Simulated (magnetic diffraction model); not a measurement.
# NiSeS2O: what an assumed order does to the neutron pattern

Space group Pnma (no. 62), a = 6.6480 Å, b = 8.5470 Å, c = 5.4760 Å.

```csv
site,atom,x,y,z
4c,Se,0.9824,3/4,0.5273
4a,Ni,0,1/2,0
8d,S,0.1824,0.0700,0.3516
4c,O,0.5723,1/4,0.6818
```

This is a made-up structure (elements placed in a structure type, unrelaxed), so the numbers test the method and describe no known phase.

Only Ni is taken to order (form factors of Ni2+); orders and moment sizes are assumed, and not adapted to the symmetry. Radiation: neutrons of λ = 2.36 Å, 3° to 55°; isotropic B of 0.62 Å² (Se), 0.7 Å² (Ni), 0.84 Å² (S) and 0.72 Å² (O). Simulated constant-wavelength pattern: nuclear and magnetic terms add, the magnetic one as |2.695 fm × Σ f S⊥ exp(2πi Q·r) exp(−B s²)|², summed over all Q at one angle with the factor 1/(sin²θ cos θ). For collinear order S is the moment m, which repeats by lattice and centring translations R with the sign exp(−2πi k·R). Free-ion form factors, Sears's scattering lengths of 1992, no absorption; a label names one of the reflections at its angle. The strongest nuclear line in the range is 100, and lines under 0.2 are left out.

Assume the order k = (0 0 0), collinear moments along [110], 1.29 μB on Ni; signs + at (0, 1/2, 0), − at (1/2, 1/2, 1/2), − at (1/2, 0, 1/2), + at (0, 0, 0).

Predict the pattern, nuclear and magnetic parts apart.

```csv
2θ (°),index,nuclear,magnetic
20.45,(1 0 0),0.0,3.6
24.89,(0 0 1),0.0,3.7
29.66,(0 1 1),2.0,0.0
32.42,(1 0 1),4.5,0.0
36.29,(1 1 1),0.9,0.0
38.33,(1 -2 0),0.0,1.2
41.01,(0 2 1),0.0,1.4
41.59,(2 0 0),42.8,0.0
44.78,(2 1 0),15.5,0.0
46.24,(1 2 1),100.0,0.0
49.07,(2 0 1),0.0,1.1
51.06,(0 0 2),14.2,0.0
51.91,(2 1 1),3.7,0.0
53.45,(2 2 0),2.0,0.0
```

The strongest magnetic line in the range is (0 0 1) at 24.89° (3.7). On top of the Lorentz factor, which all lines share, magnetic lines fade with angle because f falls: for Ni2+ it is 0.92, 0.73, 0.52 and 0.21 at sin θ/λ = 0.1, 0.2, 0.3 and 0.5 Å⁻¹, while nuclear lengths stay constant. The order has no net moment.

[Logs are printed without paths, hosts, clocks, repeated set-up lines and the standing remarks that a program may print on its own settings, such as how far it seeks lower states.]
